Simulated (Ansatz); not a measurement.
## What Y2SOF2 (built on the sites of a database entry of YSF) distorts into

Wanted: the energy along a soft mode of Y2SOF2 (built on the sites of a database entry of YSF) and the structure at the end.

Method: DFT PBEsol, scalar-relativistic, plane waves, PAW, in Ansatz 0.2.0.

The structure was built from a prototype and need not be the compound's stable phase.

### Step 1. Set-up

The structure is tetragonal, space group P4mm (No. 99). The conventional cell has a = 3.465 Å, b = 3.465 Å, c = 7.101 Å, α = 90.00°, β = 90.00°, γ = 90.00°. Y has 4 F at 2.27 Å and 4 S at 2.70 Å nearest. Nearest to Y lie 4 F at 2.46 Å and 4 O at 2.48 Å and 1 S at 2.74 Å. Nearest to O lie 4 Y at 2.48 Å. Nearest to S lie 5 Y at 2.70 to 2.74 Å. F has 4 Y at 2.27 to 2.46 Å nearest. Farther neighbours and most contacts between anions are not listed.

### Step 2. Response at finite wavevector

The cell comes from relaxations at this level that are not shown. The mesh has a single point along some directions, so zone-edge points there are not solved. Linear response on a 2×2×1 q mesh gives force constants as far as a supercell of that size would, and the tensors from the zone-centre run are typed in so that the long-range dipole term is interpolated apart.

Contents of input.yaml:

```yaml
crystal:
  lattice:
    - [3.4651963628, 0.0, 0.0]
    - [0.0, 3.4651963628, 0.0]
    - [0.0, 0.0, 7.1008233715]
  atoms:
    - { symbol: "Y", position: [0.0, 0.5, 0.2022743338] }
    - { symbol: "Y", position: [0.5, 0.0, 0.7487887792] }
    - { symbol: O, position: [0.0, 0.5, 0.6950974598] }
    - { symbol: S, position: [0.5, 0.0, 0.3631213668] }
    - { symbol: F, position: [0.0, 0.0, -0.0046409698] }
    - { symbol: F, position: [0.5, 0.5, -0.0046409698] }
kpoints:
  mp_grid: { grid: [8, 8, 4] }
hamiltonian:
  xc: pbesol
scf:
  occupations: { method: fixed }
output:
  eigenvalues: true
phonons:
  method: dfpt
  qmesh: [2, 2, 1]
  temperatures: { t_max: 1000, t_step: 50 }
  qpath:
    path:
      - [[0.0, 0.0, 0.0], [0.0, 0.5, 0.0], [0.5, 0.5, 0.0], [0.0, 0.0, 0.0], [0.0, 0.0, 0.5], [0.0, 0.5, 0.5], [0.5, 0.5, 0.5], [0.0, 0.0, 0.5]]
      - [[0.0, 0.5, 0.0], [0.0, 0.5, 0.5]]
      - [[0.5, 0.5, 0.0], [0.5, 0.5, 0.5]]
    npoints: 10
  non_analytic_term:
    high_frequency_dielectric_tensor: [[5.421, 0.0, 0.0], [0.0, 5.421, 0.0], [0.0, 0.0, 4.3488]]
    born_effective_charges:
      - { species: "Y", tensor: [[3.8837, 0.0, 0.0], [0.0, 3.8837, 0.0], [0.0, 0.0, 3.3588]] }
      - { species: "Y", tensor: [[4.0958, 0.0, 0.0], [0.0, 4.0958, 0.0], [0.0, 0.0, 4.0153]] }
      - { species: O, tensor: [[-3.1732, 0.0, 0.0], [0.0, -3.1732, 0.0], [0.0, 0.0, -1.6871]] }
      - { species: S, tensor: [[-2.2778, 0.0, 0.0], [0.0, -2.2778, 0.0], [0.0, 0.0, -1.4452]] }
      - { species: F, tensor: [[-1.0701, 0.0, 0.0], [0.0, -1.4585, 0.0], [0.0, 0.0, -2.121]] }
      - { species: F, tensor: [[-1.4585, 0.0, 0.0], [0.0, -1.0701, 0.0], [0.0, 0.0, -2.121]] }
    source: "zone-centre run at this cell"
```

Command:

```sh
> ansatz run input.yaml --threads 8 --pin off --max-ram 14336MiB --backend cpu --events-out ev --progress --plain --runs-dir out
```

Numbers of over 12 decimals in the logs are rounded to 6 here.

The log of the run:

```text
Warning: phonons: the dynamical matrix that this run interpolates holds no multipole term above the dipole-dipole one, and a site of this crystal is no centre of inversion, so its interpolated transverse optical and acoustic branches and sound speeds can stay off near Gamma, and the density of states and the thermodynamics with them. What a run solves at a wave vector of phonons.qpoints, Gamma apart, where the deck admits one, is free of this, and under fd what a larger phonons.supercell samples
Engine: ansatz 0.2.0, aarch64-unknown-linux-gnu
Pseudopotentials: kind: paw
Pseudopotential: Y, paw, valence charge 11, recommended cutoff 420 eV (normal), Y.paw.azcp
Pseudopotential: O, paw, valence charge 6, recommended cutoff 420 eV (normal), O.paw.azcp
Pseudopotential: S, paw, valence charge 6, recommended cutoff 420 eV (normal), S.paw.azcp
Pseudopotential: F, paw, valence charge 7, recommended cutoff 420 eV (normal), F.paw.azcp
Functional definition: PBEsol
  exchange = pbesol_x
  correlation = pbesol_c
Crystal: 6 atoms, lattice volume = 85.264 Å³
Basis set: ecut = 420 eV, 1643 PW (Γ), exchange–correlation on 48×48×96 points (8 copies of the dense FFT grid, shifted against one another)
Bands: 30, of which v1, the nominal top of the filled ones, is band 24 counted from 1 (23 counted from 0)
Symmetry: 8 space group operations
k-points: 45 of 256 (time reversal used)
Non-local potential: Y, projectors of the file, l = 0: 3, l = 1: 2, l = 2: 2, l = 3: 1
Non-local potential: O, projectors of the file, l = 0: 2, l = 1: 2, l = 2: 1
Non-local potential: S, projectors of the file, l = 0: 2, l = 1: 2, l = 2: 2
Non-local potential: F, projectors of the file, l = 0: 2, l = 1: 2, l = 2: 1
PAW form: soft (Blöchl's): semilocal exchange-correlation on the pseudo side does not see the compensation charge
PAW frozen core: Y, regenerated for the run's functional, and the local potential with it (the file was generated under x = pbe(κ = 0.804, μ = 0.219515), c = pbe(β = 0.066725))
PAW frozen core: O, regenerated for the run's functional, and the local potential with it (the file was generated under x = pbe(κ = 0.804, μ = 0.219515), c = pbe(β = 0.066725))
PAW frozen core: S, regenerated for the run's functional, and the local potential with it (the file was generated under x = pbe(κ = 0.804, μ = 0.219515), c = pbe(β = 0.066725))
PAW frozen core: F, regenerated for the run's functional, and the local potential with it (the file was generated under x = pbe(κ = 0.804, μ = 0.219515), c = pbe(β = 0.066725))
PAW one-centre angular grid: Y, 590 points (default); XC on 64 Gauss nodes
PAW one-centre angular grid: O, 110 points (default); XC on 64 Gauss nodes
PAW one-centre angular grid: S, 110 points (default); XC on 64 Gauss nodes
PAW one-centre angular grid: F, 110 points (default); XC on 64 Gauss nodes
Initial density: superposition of atomic densities (neutral atoms: chi_scale 0, normalization atom), corrected by the library's trained network
Initial wavefunctions: pseudopotential atomic-orbital guess
Functional: x = pbesol(κ = 0.804, μ = 0.123457), c = pbesol(β = 0.046)
SCF iter   1: F=—  HF=-10648.353211 eV  |F-HF|=—  |Δ(HF+E_count)|=         —  Δρ=1.57e-2  dr2=1.70e-1  ethr=1.77e-3  ⟨swp⟩=5.0  Hψ=5246  notcnv=0  defer=167
preconditioner: auto → none  [insulator: Δε(μ)=1.627 eV  Ē_g=15.981 eV  n_scr=16 (ndim 8)  ℏωp=26.7 eV  f_vac=0.000  ε∞_Penn≈3.8]
SCF iter   2: F=—  HF=-10648.344627 eV  |F-HF|=—  |Δ(HF+E_count)|=   8.58e-3  Δρ=1.32e-2  dr2=1.39e-1  ethr=3.54e-4  ⟨swp⟩=2.2  Hψ=2771  notcnv=0  defer=177
SCF iter   3: F=—  HF=-10648.314136 eV  |F-HF|=—  |Δ(HF+E_count)|=   3.05e-2  Δρ=2.12e-3  dr2=3.00e-3  ethr=2.89e-4  ⟨swp⟩=2.0  Hψ=2010  notcnv=0  defer=174
SCF iter   4: F=—  HF=-10648.314028 eV  |F-HF|=—  |Δ(HF+E_count)|=   1.08e-4  Δρ=9.18e-4  dr2=3.78e-4  ethr=6.24e-6  ⟨swp⟩=2.0  Hψ=2319  notcnv=0  defer=180
SCF iter   5: F=—  HF=-10648.314254 eV  |F-HF|=—  |Δ(HF+E_count)|=   2.26e-4  Δρ=3.42e-4  dr2=8.46e-5  ethr=7.87e-7  ⟨swp⟩=2.7  Hψ=2278  notcnv=0  defer=180
SCF iter   6: F=—  HF=-10648.314267 eV  |F-HF|=—  |Δ(HF+E_count)|=   1.39e-5  Δρ=1.11e-4  dr2=5.59e-6  ethr=1.76e-7  ⟨swp⟩=2.0  Hψ=1826  notcnv=0  defer=65
SCF iter   7: F=—  HF=-10648.314269 eV  |F-HF|=—  |Δ(HF+E_count)|=   1.67e-6  Δρ=3.17e-5  dr2=1.33e-6  ethr=1.16e-8  ⟨swp⟩=2.0  Hψ=2227  notcnv=0  defer=64
SCF iter   8: F=—  HF=-10648.314267 eV  |F-HF|=—  |Δ(HF+E_count)|=   1.76e-6  Δρ=1.07e-5  dr2=3.80e-8  ethr=2.77e-9  ⟨swp⟩=2.0  Hψ=1790  notcnv=0  defer=64
SCF iter   9: F=—  HF=-10648.314267 eV  |F-HF|=—  |Δ(HF+E_count)|=   2.26e-8  Δρ=3.22e-6  dr2=4.60e-9  ethr=7.91e-11  ⟨swp⟩=2.0  Hψ=1906  notcnv=0  defer=64
SCF iter  10: F=—  HF=-10648.314267 eV  |F-HF|=—  |Δ(HF+E_count)|=   1.82e-9  Δρ=3.74e-7  dr2=4.72e-11  ethr=9.59e-12  ⟨swp⟩=2.1  Hψ=1942  notcnv=0  defer=64
SCF iter  11: F=-10648.314267 eV  HF=-10648.314267 eV  |F-HF|=3.64e-12  |Δ(HF+E_count)|=  6.18e-11  Δρ=8.56e-8  dr2=5.15e-12  ethr=1.00e-12  ⟨swp⟩=12.3  Hψ=7345  notcnv=0
SCF 1 converged in 11 iterations: F = -10648.314267 eV  dr2 = 5.15e-12
  greatest PAW one-centre occupation: 0.993 electrons in one spin orbital (limit 2), on the Y atom at site 0 (counted from 0), in its partial waves of l = 0
NSCF: frozen V_eff on 45 k-points
NSCF: frozen V_eff on 75 k-points
DFPT response loops at q = (0, 0, 0) (fractional): preconditioner auto → Resta (q_TF=auto, 2.479 Å⁻¹)  ε∞=5.7 (no band partly filled); β = 1.00, the filter's whole step (`scf.mixing.beta` (0.50) is not read by the response loops at its default; to damp them type it under 1.00, their step now; it binds the ground state too); Broyden in place of MSR1
NSCF: frozen V_eff on 150 k-points
DFPT response loops at q = (0, -0.5, 0) (fractional): mixed as the last ones told, above
NSCF: frozen V_eff on 150 k-points
DFPT response loops at q = (-0.5, -0.5, 0) (fractional): mixed as the last ones told, above
SCF converged after 11 iterations
Free energy (F): -10648.314267 eV
Harris-Foulkes:  -10648.314267 eV  (|F-HF|=3.64e-12)
Internal energy: -10648.314267 eV  (E = F + TS)
E sigma→0 (E₀):  -10648.314267 eV
Fermi energy:    9.481547 eV
--- Per-component energies (eV) ---
  E_band       = -191.150720
  E_kinetic    = 1307.846387
  E_local      = -2894.514927  (includes V_loc(G=0)·N_el)
  E_nonlocal   = 326.216440
  E_hartree    = 1068.418688
  E_xc         = -674.633791
  E_vxc        = -786.667623  (∫ρ·V_xc dr)
  E_paw        = -6670.262122  (= ΣΔE_a)
  E_vpaw       = -280.874790  (= ΣTr[D̂ρ^β])
  E_aug_tail   = 0.006426  (compensation charges beyond the density's cutoff)
  E_ewald      = -3111.871037
  E_core_change = 0.479668  (= ΣΔE_core)
  E_smearing   = -0.000000  (= −TS)
  E_closure    = -0.000000  (closes the sum)
  Σ components = -10648.314267   (vs F -10648.314267, Δ=0.00e0)
--- Band table (eV; the first three rows and the last of 45) ---
  k-point 0: bands = [... 20 lower, 8.5995, 9.3202, 9.3202, 9.4815, 11.3253, 12.9058, 13.5081, 14.6822, ... 2 higher]
  k-point 1: bands = [... 20 lower, 8.6417, 9.2771, 9.2771, 9.2933, 11.4523, 12.7193, 13.5857, 14.6908, ... 2 higher]
  k-point 2: bands = [... 20 lower, 8.6905, 9.1083, 9.2277, 9.2277, 11.6268, 12.4880, 13.6571, 14.6998, ... 2 higher]
  k-point 44: bands = [... 20 lower, 7.8686, 8.3196, 8.3196, 9.0653, 14.4308, 14.4308, 14.6755, 15.2378, ... 2 higher]
--- Phonons (Γ-DFPT): 11 representative perturbations + reference (Σ response iterations 33) ---
  ASR residual: 6.554e-5 → 0.000e0 eV/Å²; symmetrization residual: 3.109e-6 eV/Å²
  ASR residual per site (eV/Å²): 2.76e-5 1.40e-5 3.95e-5 4.57e-5 6.55e-5 6.55e-5
  Γ frequencies (cm⁻¹): -124.43 -124.43 0.00 0.00 0.00 124.39 124.39 204.30 223.04 223.04 254.97 271.68 283.80 283.80 339.38 434.55 434.55 438.99
--- Phonons (arbitrary-q DFPT): 3 irreducible q on the 2×2×1 mesh ---
  q = [0.0000, 0.0000, 0.0000] (star 1, of the zone-centre solve; hermiticity 4.05e-7, symmetrization 1.98e-13): -124.43 -124.43 -0.00 -0.00 0.00 124.39 124.39 204.30 223.04 223.04 254.97 271.68 283.80 283.80 339.38 434.55 434.55 438.99
  q = [0.0000, -0.5000, 0.0000] (star 2, 18 solved perturbations on 75 of 256 k-point pairs; hermiticity 2.57e-7, symmetrization 2.36e-8): -63.43 107.47 147.22 154.66 185.12 222.06 240.39 245.77 250.61 260.22 297.52 305.46 313.72 327.19 365.13 390.95 419.94 429.81
  q = [-0.5000, -0.5000, 0.0000] (star 1, 11 solved perturbations in 705 linear systems a pass and spin channel, the states on 75 of 256 k-point pairs; hermiticity 5.08e-7, symmetrization 1.85e-8): -117.96 -117.96 63.44 112.41 122.79 204.32 204.32 238.23 238.23 248.05 296.22 301.42 320.72 320.72 348.36 348.36 423.73 494.25
  sum rule: each row above includes the acoustic sum rule's correction from the zone centre's row sums; it moved no ω² by more than (0.97 cm⁻¹)²
  mesh force constants: q→R imaginary residual 0.00e0; ASR residual 6.554e-5 → 0.000e0 eV/Å²; symmetrization residual 7.105e-15 eV/Å²
  interpolated dispersion: 94 rows × 18 modes
  density of states and harmonic sums: on the 18×18×9 q-mesh, interpolated from the force constants of a 2×2×1 supercell (with the dipole–dipole term of supplied tensors)
  largest difference from the sums on the solved wave vectors: F 1.90e-1 eV, S 2.80e-4 and C_V 8.96e-5 eV/K
  zero-point energy: 0.274436 eV/cell   skipped modes (ω ≤ 0): 348, of them read as no rigid motion or as one in doubt: 345 (1.205e0 modes/cell left out, lowest -124.43 cm⁻¹)   left out of the sums: 6.70e-2 of the cell's modes: C_V's classical limit lies that fraction below 3 k_B per atom; for a crystal, a wire or a layer, F and S can be off by more, and a phonons.interpolated_qmesh denser along its periods is the remedy for the sampling
```

The job ended after 74 s (8 threads of Arm Neoverse V2, shared host; peak memory 0.92 GiB).

The column dr2 measures how far the density is from self-consistency, as an energy; F and HF (Harris–Foulkes) agree once it is small.

Numbers from this step:

```yaml
gap_on_the_k_mesh: 1.844 eV
volume_per_atom: 14.21 Å³
sum_rule_residual_before_enforcement: 6.55e-5 eV/Å²
point_group: 4mm
highest_optical_mode_at_the_zone_centre_no_lo_to_term: 439.0 cm⁻¹
lowest_optical_zone_centre_mode: -124.4 cm⁻¹
lowest_mode_on_the_q_mesh_acoustic_modes_at_gamma_apart: -124.4 cm⁻¹
highest_frequency_at_a_solved_wavevector_no_lo_to_term_at_gamma: 494.2 cm⁻¹
```

Frequencies (cm⁻¹) solved at each irreducible wavevector; negative means imaginary. Frequencies by wavevector, by row:

| q in reciprocal lattice units | star | mode 1 | mode 2 | mode 3 | mode 4 | mode 16 | mode 17 | mode 18 |
| --- | --- | --- | --- | --- | --- | --- | --- | --- |
| 0 0 0 | 1 | -124.4 | -124.4 | 0 | 0 | 434.6 | 434.6 | 439 |
| 0 -0.5 0 | 2 | -63.4 | 107.5 | 147.2 | 154.7 | 390.9 | 419.9 | 429.8 |
| -0.5 -0.5 0 | 1 | -118 | -118 | 63.4 | 112.4 | 348.4 | 423.7 | 494.2 |

Symmetry leaves 3 wavevectors to solve. The lowest mode among them, the acoustic zeros apart, lies at Γ and is imaginary, 124.4i cm⁻¹, so the energy falls along it.

### Step 3. The mode frozen in, largest atomic shift 0 Å

The mode followed lies at q = (-0.5, -0.5, 0) with frequency 118.0i cm⁻¹ and is 2-fold degenerate, one of the unstable modes though not the softest. At small amplitude the distorted cell has space group no. 35 by a symmetry search on the positions. The undistorted cell that holds it gives the zero of energy on the same k mesh.

System of this step: Y2SOF2 (built on the sites of a database entry of YSF). It takes space group P4mm (No. 99, tetragonal). The conventional cell has a = 3.465 Å, b = 3.465 Å, c = 7.101 Å, α = 90.00°, β = 90.00°, γ = 90.00°. Y has 4 F at 2.27 Å and 4 S at 2.70 Å nearest. Y has 4 F at 2.46 Å and 4 O at 2.48 Å and 1 S at 2.74 Å nearest. O has 4 Y at 2.48 Å nearest. Nearest to S lie 5 Y at 2.70 to 2.74 Å. F has 4 Y at 2.27 to 2.46 Å nearest. Farther neighbours and most contacts between anions are not listed.

Contents of input.yaml:

```yaml
crystal:
  lattice:
    - [-3.4651963628, -3.4651963628, 0.0]
    - [-3.4651963628, 3.4651963628, 0.0]
    - [0.0, 0.0, -7.1008233715]
  atoms:
    - { symbol: "Y", position: [0.75, 0.25, 0.7977256662] }
    - { symbol: "Y", position: [0.25, 0.75, 0.7977256662] }
    - { symbol: "Y", position: [0.25, 0.25, 0.2512112208] }
    - { symbol: "Y", position: [0.75, 0.75, 0.2512112208] }
    - { symbol: O, position: [0.25, 0.75, 0.3049025402] }
    - { symbol: O, position: [0.75, 0.25, 0.3049025402] }
    - { symbol: S, position: [0.25, 0.25, 0.6368786332] }
    - { symbol: S, position: [0.75, 0.75, 0.6368786332] }
    - { symbol: F, position: [0.5, 0.5, 0.0046409698] }
    - { symbol: F, position: [1.0, 1.0, 0.0046409698] }
    - { symbol: F, position: [0.0, 0.5, 0.0046409698] }
    - { symbol: F, position: [0.5, 0.0, 0.0046409698] }
kpoints:
  mp_grid: { grid: [6, 6, 4] }
hamiltonian:
  xc: pbesol
scf:
  occupations: { method: gaussian, width: 0.02 }
output:
  forces: true
  stress: true
  eigenvalues: true
```

The log of the run:

```text
[...]
Crystal: 12 atoms, lattice volume = 170.527 Å³
Basis set: ecut = 420 eV, 3331 PW (Γ), exchange–correlation on 72×72×96 points (8 copies of the dense FFT grid, shifted against one another)
Bands: 60, of which v1, the nominal top of the filled ones, is band 48 counted from 1 (47 counted from 0)
Symmetry: 16 space group operations
[...]
k-point 0: bands = [... 44 lower, 8.9850, 9.3200, 9.3200, 9.4815, 11.3253, 12.9058, 13.5081, 14.4821, ... 5 higher]
  k-point 1: bands = [... 44 lower, 9.0247, 9.2770, 9.2770, 9.2933, 11.4523, 12.7194, 13.5857, 14.4557, ... 5 higher]
  k-point 2: bands = [... 44 lower, 9.0653, 9.1083, 9.2275, 9.2275, 11.6268, 12.4880, 13.6571, 14.4308, ... 5 higher]
  k-point 29: bands = [... 44 lower, 8.5396, 8.5396, 9.1823, 9.1823, 13.0206, 13.0206, 14.1706, 14.1706, ... 5 higher]
[key lines of the parts left out:]
SCF converged after 8 iterations
Free energy (F): -21296.628587 eV
Fermi energy:    10.405815 eV
P = ⅓ Tr σ = -0.0011 GPa (-0.011 kbar)
```

Run time: 3.1 s. Hardware: 8 threads; peak memory 0.81 GiB; 23 s of CPU time.

Numbers from this step:

| Property | Result |
| --- | --- |
| pressure | -0.001082 GPa |
| gap on the k-mesh | 1.839 eV |
| energy from the undistorted cell | 0 meV/atom |

At this level the gap is 1.84 eV on the k-mesh of the self-consistent run, which can miss the band edges.

### Step 4. The mode frozen in, largest atomic shift 0.22 Å

The atoms are moved along the unstable eigenvector, the largest shift by 0.22 Å, with the cell fixed.

Contents of input.yaml:

```yaml
crystal:
  lattice:
    - [-3.4651963628, -3.4651963628, 0.0]
    - [-3.4651963628, 3.4651963628, 0.0]
    - [0.0, 0.0, -7.1008233715]
  atoms:
    - { symbol: "Y", position: [0.7509812455, 0.2490187545, 0.7977256662] }
    - { symbol: "Y", position: [0.2490187545, 0.7509812455, 0.7977256662] }
    - { symbol: "Y", position: [0.2650640732, 0.2650640732, 0.2512112208] }
    - { symbol: "Y", position: [0.7349359268, 0.7349359268, 0.2512112208] }
    - { symbol: O, position: [0.2817442328, 0.7182557672, 0.3049025402] }
    - { symbol: O, position: [0.7182557672, 0.2817442328, 0.3049025402] }
    - { symbol: S, position: [0.2480289192, 0.2480289192, 0.6368786332] }
    - { symbol: S, position: [0.7519710808, 0.7519710808, 0.6368786332] }
    - { symbol: F, position: [0.5, 0.5, -0.004412529] }
    - { symbol: F, position: [1.0, 1.0, 0.0136944686] }
    - { symbol: F, position: [0.0, 0.5, 0.0046409698] }
    - { symbol: F, position: [0.5, 0.0, 0.0046409698] }
kpoints:
  mp_grid: { grid: [6, 6, 4] }
hamiltonian:
  xc: pbesol
scf:
  occupations: { method: gaussian, width: 0.02 }
output:
  forces: true
  stress: true
  eigenvalues: true
```

The log of the run:

```text
[...]
Crystal: 12 atoms, lattice volume = 170.527 Å³
Basis set: ecut = 420 eV, 3331 PW (Γ), exchange–correlation on 72×72×96 points (8 copies of the dense FFT grid, shifted against one another)
Bands: 60, of which v1, the nominal top of the filled ones, is band 48 counted from 1 (47 counted from 0)
Symmetry: 4 space group operations
[...]
k-points: 39 of 144 (time reversal used)
[...]
k-point 0: bands = [... 44 lower, 8.7618, 9.2524, 9.2980, 9.3099, 11.4434, 13.0352, 13.5679, 14.3515, ... 5 higher]
  k-point 1: bands = [... 44 lower, 8.7902, 9.1087, 9.2143, 9.2831, 11.5433, 12.8818, 13.6295, 14.3328, ... 5 higher]
  k-point 2: bands = [... 44 lower, 8.8059, 8.9198, 9.1717, 9.2575, 11.6694, 12.7035, 13.6787, 14.3143, ... 5 higher]
  k-point 38: bands = [... 44 lower, 8.5198, 8.5294, 9.0176, 9.0526, 12.9806, 12.9936, 14.1553, 14.1951, ... 5 higher]
[key lines of the parts left out:]
SCF converged after 8 iterations
Free energy (F): -21296.666334 eV
Fermi energy:    10.376631 eV
P = ⅓ Tr σ = 2.0440 GPa (20.440 kbar)
```

Run time: 4.2 s. Hardware: 8 threads; peak memory 0.8 GiB; 32 s of CPU time.

Numbers from this step:

```
pressure                         : 2.044 GPa
gap on the k-mesh                : 2.134 eV
energy from the undistorted cell : -3.146 meV/atom
```

The energy, extrapolated to zero smearing, is -3.15 meV/atom against the undistorted cell.

The run ends at a pressure of 2.04 GPa, with forces up to 0.16 eV/Å.

### Step 5. Energy along the mode, all amplitudes (two of the runs are shown above)

An imaginary frequency means negative curvature, so the energy should fall and then rise again as anharmonic terms take over.

Numbers from this step:

```
depth at the lowest point sampled  : 3.146 meV/atom
largest atomic shift at that point : 0.22 Å
```

Table of energy from the parent by largest atomic shift:

| largest atomic shift (Å) | energy from the parent (meV/atom) |
| --- | --- |
| 0.000 | 0 |
| 0.040 | -0.253 |
| 0.080 | -0.953 |
| 0.140 | -2.40 |
| 0.220 | -3.15 |
| 0.320 | 4.73 |

Displacement at unit largest shift by atom:

| atom | x (Å) | y (Å) | z (Å) | size |
| --- | --- | --- | --- | --- |
| Y1 | 0.00 | -0.03 | 0.00 | 0.03 |
| Y2 | 0.00 | 0.03 | 0.00 | 0.03 |
| Y3 | -0.47 | 0.00 | 0.00 | 0.47 |
| Y4 | 0.47 | 0.00 | 0.00 | 0.47 |
| O5 | 0.00 | -1.00 | 0.00 | 1.00 |
| O6 | 0.00 | 1.00 | 0.00 | 1.00 |
| S7 | 0.06 | 0.00 | 0.00 | 0.06 |
| S8 | -0.06 | 0.00 | 0.00 | 0.06 |
| F9 | 0.00 | 0.00 | 0.29 | 0.29 |
| F10 | 0.00 | 0.00 | -0.29 | 0.29 |
| F11 | 0.00 | 0.00 | 0.00 | 0.00 |
| F12 | 0.00 | 0.00 | 0.00 | 0.00 |

The lowest of the steps tried is at 0.22 Å, 3.15 meV/atom below the parent; the bottom of the well need not coincide with a step.

[end of part 1 of 2]

[Logs are printed without paths, hosts, clocks, repeated set-up lines and the standing remarks that a program may print on its own settings, such as how far it seeks lower states.]

[Hosts, paths, dates, database ids (printed as entryN), source tags and the programs' standing remarks are cut or masked in the printed files.]
